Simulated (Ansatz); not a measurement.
**LiCaF3 (Pm-3m): from the cell to its phonons**

Wanted: phonon frequencies of LiCaF3 (Pm-3m) and what follows from them.

Method: DFT PBE+D3(BJ), scalar-relativistic, plane waves, PAW, in Ansatz 0.2.0.

Report form: the programs' logs are mostly left out.

**1. Starting point**

The structure is cubic, space group Pm-3m (No. 221). Conventional cell: a = 3.761 Å, b = 3.761 Å, c = 3.761 Å, α = 90.00°, β = 90.00°, γ = 90.00°. Nearest to Li lie 6 F at 1.88 Å. Nearest to Ca lie 12 F at 2.66 Å. Nearest to F lie 2 Li at 1.88 Å and 4 Ca at 2.66 Å. Farther neighbours and most contacts between anions are not listed.

Structure file:

```cif
data_structure
_symmetry_space_group_name_H-M 'P 1'
_symmetry_Int_Tables_number 1
_cell_length_a 3.7612
_cell_length_b 3.7612
_cell_length_c 3.7612
_cell_angle_alpha 90.000
_cell_angle_beta 90.000
_cell_angle_gamma 90.000
_cell_volume 53.21
loop_
_atom_site_label
_atom_site_type_symbol
_atom_site_fract_x
_atom_site_fract_y
_atom_site_fract_z
_atom_site_occupancy
Li1 Li 0.50000 0.50000 0.50000 1
Ca2 Ca 0.00000 0.00000 0.00000 1
F3 F 0.00000 0.50000 0.50000 1
F4 F 0.50000 0.50000 0.00000 1
F5 F 0.50000 0.00000 0.50000 1
```

**2. Bringing the structure to rest**

The cell and atoms are relaxed, since residual forces and stress would shift the frequencies.

Input file input.yaml:

```yaml
crystal:
  lattice:
    - [3.761244, 0.0, 0.0]
    - [0.0, 3.761244, 0.0]
    - [0.0, 0.0, 3.761244]
  atoms:
    - { symbol: Li, position: [0.5, 0.5, 0.5] }
    - { symbol: Ca, position: [0.0, 0.0, 0.0] }
    - { symbol: F, position: [0.0, 0.5, 0.5] }
    - { symbol: F, position: [0.5, 0.5, 0.0] }
    - { symbol: F, position: [0.5, 0.0, 0.5] }
kpoints:
  mp_grid: { grid: [6, 6, 6] }
hamiltonian:
  xc: pbe
  dispersion: d3bj
scf:
  occupations: { method: gaussian, width: 0.02 }
output:
  forces: true
  stress: true
  eigenvalues: true
  write_density: true
  write_potential: true
  elf: true
  volumetric_format: npy
relax:
  adjacent_minimum: "off"
  f_tol: 0.005
  max_steps: 80
  cell: { stress_tol: 0.05 }
```

Command:

```
$ ansatz run input.yaml --threads 4 --pin off --max-ram 7168MiB --backend cpu --events-out ev --progress --plain --runs-dir out
```

Run time: 8.2 s. Hardware: 4 threads of Arm Neoverse N1, shared host; peak memory 0.33 GiB.

Step by step:

```csv
step,energy less that of the first step (eV),largest force component (eV/Å),pressure (GPa),volume (Å³)
1,0.0000,0.0000,-2.59,53.21
2,-0.0150,0.0000,-1.06,52.25
3,-0.0198,0.0000,0.04,51.60
4*,-0.0138,0.0000,-0.20,51.60
5,-0.0143,0.0000,0.00,51.48
6*,-0.0141,0.0000,-0.01,51.48
```

Relaxation steps marked * repeat the geometry before them on a plane-wave basis chosen anew for their cell, so energy and pressure can jump there.

The run keeps the 48 symmetry operations that it works with, so distortions that break them were not tested.

```csv
"conventional cell, symmetrised",before,after,change
a (Å),3.761,3.720,-1.1 %
b (Å),3.761,3.720,-1.1 %
c (Å),3.761,3.720,-1.1 %
volume (Å³/atom),10.64,10.30,-3.2 %
```

Final coordinates:

```xyz
5
Lattice="3.7201 0.0000 0.0000 0.0000 3.7201 0.0000 0.0000 0.0000 3.7201" Properties=species:S:1:pos:R:3 pbc="T T T"
Li    1.8600    1.8600    1.8600
Ca    0.0000    0.0000    0.0000
F     0.0000    1.8600    1.8600
F     1.8600    1.8600    0.0000
F     1.8600    0.0000    1.8600
```

This step gave:

* pressure: -0.009309 GPa
* gap on the k-mesh: 6.562 eV
* volume per atom: 10.30 Å³
* direct gap on mesh: 6.678 eV

Valence density in the ac plane at fractional y = 0.500, with atoms of Li and F within 0.2 Å of it. It is the smooth field of the valence electrons, not physical close to the nuclei.

Ten even steps from '0' (0 e/Å³) to '9' (12 e/Å³), each cell a mean:
```
00000257410000
00000123100000
00000000000000
00000000000000
21000000000001
64100023100014
96200046300037
75100034200025
21000000000012
00000000000000
00000000000000
00000012100000
00000156410000
00000279620000
```
Columns run along a (3.7 Å), rows up along c (3.7 Å). Atoms in or near the plane, at fractional coordinates: Li at (0.50, 0.50), F at (0.00, 0.50), F at (0.50, 0.00).

ELF in the ac plane at fractional y = 0.500, with atoms of Li and F within 0.2 Å of it. It is the smooth field of the valence electrons, not physical close to the nuclei.

Values, 14 rows by 14 columns, each cell a mean:
```
0.02 0.03 0.08 0.39 0.69 0.79 0.72 0.66 0.75 0.79 0.64 0.26 0.06 0.02
0.08 0.05 0.05 0.20 0.53 0.76 0.81 0.81 0.80 0.72 0.45 0.12 0.04 0.06
0.33 0.23 0.09 0.07 0.23 0.54 0.71 0.73 0.68 0.46 0.18 0.05 0.12 0.26
0.69 0.62 0.39 0.11 0.05 0.12 0.19 0.21 0.17 0.09 0.05 0.18 0.45 0.64
0.80 0.78 0.68 0.33 0.07 0.03 0.11 0.17 0.08 0.02 0.09 0.46 0.72 0.79
0.70 0.77 0.79 0.54 0.11 0.16 0.68 0.83 0.54 0.08 0.17 0.68 0.80 0.75
0.51 0.70 0.81 0.60 0.13 0.32 0.95 0.99 0.83 0.17 0.21 0.73 0.81 0.66
0.63 0.75 0.80 0.57 0.12 0.22 0.82 0.95 0.68 0.11 0.19 0.71 0.81 0.72
0.79 0.80 0.73 0.40 0.08 0.04 0.22 0.32 0.16 0.03 0.12 0.54 0.76 0.79
0.73 0.67 0.46 0.15 0.05 0.08 0.12 0.13 0.11 0.07 0.05 0.23 0.53 0.69
0.46 0.35 0.16 0.05 0.15 0.40 0.57 0.60 0.54 0.33 0.11 0.07 0.20 0.39
0.11 0.07 0.05 0.16 0.46 0.73 0.80 0.81 0.79 0.68 0.39 0.09 0.05 0.08
0.03 0.03 0.07 0.35 0.67 0.80 0.75 0.70 0.77 0.78 0.62 0.23 0.05 0.03
0.01 0.03 0.11 0.46 0.73 0.79 0.63 0.51 0.70 0.80 0.69 0.33 0.08 0.02
```
Columns run along a (3.7 Å), rows up along c (3.7 Å). Atoms in or near the plane, at fractional coordinates: Li at (0.50, 0.50), F at (0.00, 0.50), F at (0.50, 0.00).

Electrostatic potential energy in the ac plane at fractional y = 0.500, with atoms of Li and F within 0.2 Å of it. With pseudopotentials it is smooth inside the atoms' cores, unlike the true potential.

Ten even steps from '0' (-37 eV) to '9' (11 eV), each cell a mean:
```
99999400159999
99999743489999
99999988999999
99999998999999
46999866789985
02698643479941
00498521368830
01598632469840
34899865689974
89999988899999
99999999999999
99999854699999
99999410269999
99998300049999
```
Columns run along a (3.7 Å; values clipped at the 3rd and 97th percentile), rows up along c (3.7 Å). Atoms in or near the plane, at fractional coordinates: Li at (0.50, 0.50), F at (0.00, 0.50), F at (0.50, 0.00).

In this step the volume went from 10.64 to 10.30 Å³/atom.

**3. Tight relaxation**

Phonons need a cell at rest on their own settings, so the relaxation is repeated with tight tolerances on forces and stress, using the mesh and the filling of the phonon run that follows.

Input file input.yaml:

```yaml
crystal:
  lattice:
    - [3.7200936668, 0.0, 0.0]
    - [0.0, 3.7200936668, 0.0]
    - [0.0, 0.0, 3.7200936668]
  atoms:
    - { symbol: Li, position: [0.5, 0.5, 0.5] }
    - { symbol: Ca, position: [0.0, 0.0, 0.0] }
    - { symbol: F, position: [0.0, 0.5, 0.5] }
    - { symbol: F, position: [0.5, 0.5, 0.0] }
    - { symbol: F, position: [0.5, 0.0, 0.5] }
kpoints:
  mp_grid: { grid: [8, 8, 8] }
hamiltonian:
  xc: pbe
  dispersion: d3bj
scf:
  occupations: { method: fixed }
output:
  forces: true
  stress: true
  eigenvalues: true
relax:
  adjacent_minimum: "off"
  f_tol: 0.001
  max_steps: 60
  cell: { stress_tol: 0.01 }
```

Elapsed: 7.8 s, on 4 threads; peak memory 0.35 GiB.

Little changed from the start: no atom moved by 0.005 Å and no cell edge by 0.1 %.

Numbers from this step:

```
pressure           : -0.004981 GPa
direct gap on mesh : 6.679 eV
```

The forces vanish by symmetry and the pressure is -0.005 GPa, within the tolerances set. The cell now holds 10.30 Å³/atom.

**4. Linear response at the zone centre**

The zone centre is the only wavevector solved here; it holds the modes that light can see, as far as symmetry allows. The response to a homogeneous field gives the Born charges and the dielectric tensor, and its change with displacement the Raman tensors.

Input file input.yaml:

```yaml
crystal:
  lattice:
    - [3.7200041892, 0.0, 0.0]
    - [0.0, 3.7200041892, 0.0]
    - [0.0, 0.0, 3.7200041892]
  atoms:
    - { symbol: Li, position: [0.5, 0.5, 0.5] }
    - { symbol: Ca, position: [0.0, 0.0, 0.0] }
    - { symbol: F, position: [0.0, 0.5, 0.5] }
    - { symbol: F, position: [0.5, 0.5, 0.0] }
    - { symbol: F, position: [0.5, 0.0, 0.5] }
kpoints:
  mp_grid: { grid: [8, 8, 8] }
hamiltonian:
  xc: pbe
  dispersion: d3bj
scf:
  occupations: { method: fixed }
output:
  eigenvalues: true
phonons:
  method: dfpt
  dielectric: true
  rigid_motions: translations
  raman: true
```

It took 4.3 min on 4 threads; peak memory 0.95 GiB.

Numbers from this step:

```yaml
sum_rule_residual_before_enforcement: 0.004720 eV/Å²
miss_of_the_charge_sum_rule: 1.46e-4 e
point_group: m-3m
highest_optical_mode_at_the_zone_centre_no_lo_to_term: 567.3 cm⁻¹
lowest_optical_zone_centre_mode: -68.85 cm⁻¹
mean_high_frequency_dielectric_constant: 2.446
largest_born_charge_third_of_the_trace: 2.527 e
top_of_the_zone_centre_spectrum_with_the_field: 645.0 cm⁻¹
```

Without the LO-TO term. Patterns of degenerate modes are one choice out of their space. Modes at Γ, with each element's share of the kinetic energy (negative means imaginary):

```csv
mode,frequency (cm⁻¹),symmetry,Li %,Ca %,F %
1,-68.8,T1u,1,59,40
2,-68.8,T1u,1,59,40
3,-68.8,T1u,1,59,40
4,0.0,acoustic,7,39,55
5,0.0,acoustic,7,39,55
6,0.0,acoustic,7,39,55
7,130.9,T2u,0,0,100
8,130.9,T2u,0,0,100
9,130.9,T2u,0,0,100
10,372.1,T1u,25,2,73
11,372.1,T1u,25,2,72
12,372.1,T1u,25,2,72
13,567.3,T1u,67,0,33
14,567.3,T1u,67,0,33
15,567.3,T1u,67,0,33
```

Displacements in mode 1 (-68.8 cm⁻¹), the largest set to 1:
```
Li1  0.01 -0.06 -0.24
Ca2 -0.04  0.26  1.00
F3   0.02 -0.20 -0.78
F4   0.03 -0.20 -0.46
F5   0.03 -0.12 -0.78
```

Displacements in mode 8 (130.9 cm⁻¹), the largest set to 1:
```
Li1  0.00  0.00  0.00
Ca2  0.00  0.00  0.00
F3   0.00  0.10 -1.00
F4   0.04 -0.10  0.00
F5  -0.04  0.00  1.00
```

Optical modes at the zone centre, without and with the macroscopic field of the longitudinal modes; each column is sorted by frequency, so a row need not hold one and the same mode. Modes with and without the field, by row:

```csv
rank among optical modes,no field (cm⁻¹),"q along (1, 0, 0) (cm⁻¹)"
1,-68.8,-68.8
2,-68.8,-68.8
3,-68.8,130.9
4,130.9,130.9
5,130.9,130.9
6,130.9,284.9
7,372.1,372.1
8,372.1,372.1
9,372.1,399
10,567.3,567.3
11,567.3,567.3
12,567.3,645
```

Born charge (rows field, columns displacement) (e), principal values of the symmetric part by kind of site:

```csv
atom,atoms with these values,low,middle,high,mean
Li1,1,0.98,0.98,0.98,0.98
Ca2,1,2.53,2.53,2.53,2.53
F3,3,-1.22,-1.22,-1.07,-1.17
```

In full for F3:

```
-1.07  0.00  0.00
 0.00 -1.22  0.00
 0.00  0.00 -1.22
```

High-frequency dielectric tensor:

```
2.45 0.00 0.00
0.00 2.45 0.00
0.00 0.00 2.45
```

Transverse modes; imaginary modes are left out. Infrared lines, with heights relative to the strongest:

```csv
position (cm⁻¹),label,relative intensity
131,T2u,0.0
372,T1u,20
567,T1u,100
```

Before it was imposed, the acoustic sum rule was missed by 0.0047 eV/Å² and the charge sum rule by 1.5e-4 e. Small misses are needed for a sound result but don't prove that mesh and cutoff are converged. The lowest optical mode is imaginary, 68.8i cm⁻¹, so the energy falls along it.

**5. Another isotope, element Ca, natural mass 40.078 amu**

An isotope changes the mass and not the force constants, so no new electronic calculation is needed; the shifts show which modes move this element.

The same force constants with the mass of Ca changed from 40.078 to 47.953 u (phonopy, no LO-TO term). Both lists are sorted by frequency; levels can cross, so a row need not hold one and the same mode. Modes under 3 cm⁻¹ are left out. Isotope shifts, by row:

```csv
q,rank,natural mass (cm⁻¹),changed mass (cm⁻¹)
0 0 0,1,-68.85,-65.4
0 0 0,2,-68.85,-65.4
0 0 0,3,-68.85,-65.4
0 0 0,7,130.9,130.9
0 0 0,8,130.9,130.9
0 0 0,9,130.9,130.9
0 0 0,10,372.1,371.5
0 0 0,11,372.1,371.5
0 0 0,12,372.1,371.5
0 0 0,13,567.3,567.2
0 0 0,14,567.3,567.2
0 0 0,15,567.3,567.2
```

A mode of this element alone would shift by -8.58 %. The highest zone-centre frequency without the field goes from 567.3 to 567.2 cm⁻¹ (-0.0 %).

**6. Another isotope, element Li, natural mass 6.94 amu**

The same for Li, from 6.94 to 6.02 u.

A mode of this element alone would shift by +7.41 %. The highest zone-centre frequency without the field goes from 567.3 to 596.6 cm⁻¹ (+5.2 %).

**7. Results**

| Property | Result |
| --- | --- |
| space group after relaxation (within 0.01 Å) | Pm-3m |
| volume per atom | 10.3 Å³ |
| gap on the k-mesh | 6.56 eV |
| highest optical mode at the zone centre (no LO-TO term) | 567 cm⁻¹ |
| top of the zone-centre spectrum with the field | 645 cm⁻¹ |
| lowest optical zone-centre mode | -68.8 cm⁻¹ |
| mean high-frequency dielectric constant | 2.45 |
| largest Born charge (third of the trace) | 2.53 e |
| imaginary modes at Γ (the only wavevector solved) | yes |

In words: A zone-centre mode is imaginary (68.8i cm⁻¹), so this structure is not a minimum of the energy. Without the field, the optical modes at Γ span -69 to 567 cm⁻¹ (negative means imaginary). The dispersion is not part of this account. The highest mode in this list at Γ, 567.3 cm⁻¹, has its largest share on Li (67 % of the kinetic energy). With the macroscopic field of the longitudinal modes the top of the zone-centre spectrum lies at 645 cm⁻¹, against 567 cm⁻¹ without it. Among the real modes, the strongest infrared line is at 567 cm⁻¹. In the phonons the program treats the change of the C6 weights of the dispersion term with coordination only in part. These are harmonic frequencies at zero temperature: anharmonic shifts, linewidths and thermal expansion are left out.

[Logs are printed without paths, hosts, clocks, repeated set-up lines and the standing remarks that a program may print on its own settings, such as how far it seeks lower states.]

[Hosts, paths, dates, database ids (printed as entryN), source tags and the programs' standing remarks are cut or masked in the printed files.]
